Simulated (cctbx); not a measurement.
# Diagnosing a refinement

Cell a = 6.8920 Å, b = 13.7320 Å, c = 4.2190 Å, α = 90.00°, β = 90.00°, γ = 90.00°; space group Pbam (no. 55).

The data are simulated with cctbx, not measured: Mo Kα, λ = 0.71073 Å, to d = 0.77 Å, 50 % of the full sphere, strongest reflection 70000 counts, noise from counting, a 1.5 % proportional error and a noise floor of 2 counts (s.d.); no absorption.

An anisotropic refinement with weights 1/σ² prints:

```text
Rint 0.013, 506 unique reflections to 0.77 A
cycle     R1     wR2    GooF  max shift (A)
   1  0.0565  0.1596  10.261   0.03243
   4  0.0088  0.0227   1.461   0.00013
final R1 0.0088 wR2 0.0227 GooF 1.461  parameters 36  data/parameter 14.1
atom        x        y        z      Ueq    occ   su(xyz)  su(Uiso or U11)
W1     0.36631  0.91509  0.00000   0.0155  1.000  0.00002  0.0001
Ce1    0.37504  0.64881  0.00000   0.0170  1.000  0.00003  0.0001
Ga1    0.28059  0.31731  0.50000   0.0130  1.000  0.00006  0.0002
As1    0.51795  0.81214  0.50000   0.0192  1.000  0.00006  0.0002
Ga2    0.38337  0.04366  0.50000   0.0184  1.000  0.00007  0.0002
B1     0.36994  0.47163  0.50000   0.0293  1.000  0.00088  0.0031
difference map: max 0.36 min -0.82 rms 0.13
Q1    0.0367  0.0899  0.3785    8    0.37  1.52 A from B1
Q2    0.0027  0.0637  0.0000    4    0.37  1.44 A from Ce1
Q3    0.1356  0.6269  0.5000    4    0.36  1.15 A from Ga2
Q4    0.1528  0.5100  0.5000    4    0.33  0.53 A from Ga2
Q5    0.0694  0.9889  0.0000    4    0.33  2.16 A from B1
Q6    0.0925  0.3870  0.1625    8    0.32  0.84 A from W1
```

**Question.** Can this result stand? If not, what is the likely fault?

Mend it. The fault: wrong element: As1 is Ga. Against the right model at the same level, R1 goes from 0.0066 to 0.0088 and GooF from 0.96 to 1.46 and U of As1 swells from 0.0151 to 0.0192 Å². As1 has 2 electrons too many and its U swells to shed them, as expected (near an absorption edge f′ can widen the mismatch well beyond the difference in Z).

The compound is CeGa3BW. The right model at the same level gives:

```text
Rint 0.013, 506 unique reflections to 0.77 A
cycle     R1     wR2    GooF  max shift (A)
   1  0.0514  0.1477   9.499   0.03504
   4  0.0066  0.0149   0.956   0.00012
final R1 0.0066 wR2 0.0149 GooF 0.956  parameters 36  data/parameter 14.1
atom        x        y        z      Ueq    occ   su(xyz)  su(Uiso or U11)
W1     0.36630  0.91510  0.00000   0.0157  1.000  0.00001  0.0001
Ce1    0.37503  0.64881  0.00000   0.0171  1.000  0.00002  0.0001
Ga1    0.28063  0.31731  0.50000   0.0131  1.000  0.00004  0.0001
Ga2    0.51795  0.81215  0.50000   0.0151  1.000  0.00004  0.0001
Ga3    0.38341  0.04365  0.50000   0.0185  1.000  0.00005  0.0002
B1     0.37026  0.47180  0.50000   0.0290  1.000  0.00056  0.0019
difference map: max 0.39 min -0.39 rms 0.09
Q1    0.1406  0.6202  0.5000    4    0.39  1.06 A from Ga3
Q2    0.2224  0.5634  0.0000    4    0.36  1.58 A from Ce1
Q3    0.0721  0.9799  0.0000    4    0.32  2.15 A from B1
Q4    0.0414  0.0891  0.3769    8    0.32  1.54 A from B1
Q5    0.1564  0.5112  0.5000    4    0.30  0.52 A from Ga3
Q6    0.0955  0.4907  0.2747    8    0.29  1.21 A from Ga3
```

The model is made up (kin elements in a known structure type, no relaxation), so it says nothing on whether the phase exists.

[Middle refinement cycles are left out of these outputs.]

[Logs are printed without paths, hosts, clocks, repeated set-up lines and the standing remarks that a program may print on its own settings, such as how far it seeks lower states.]
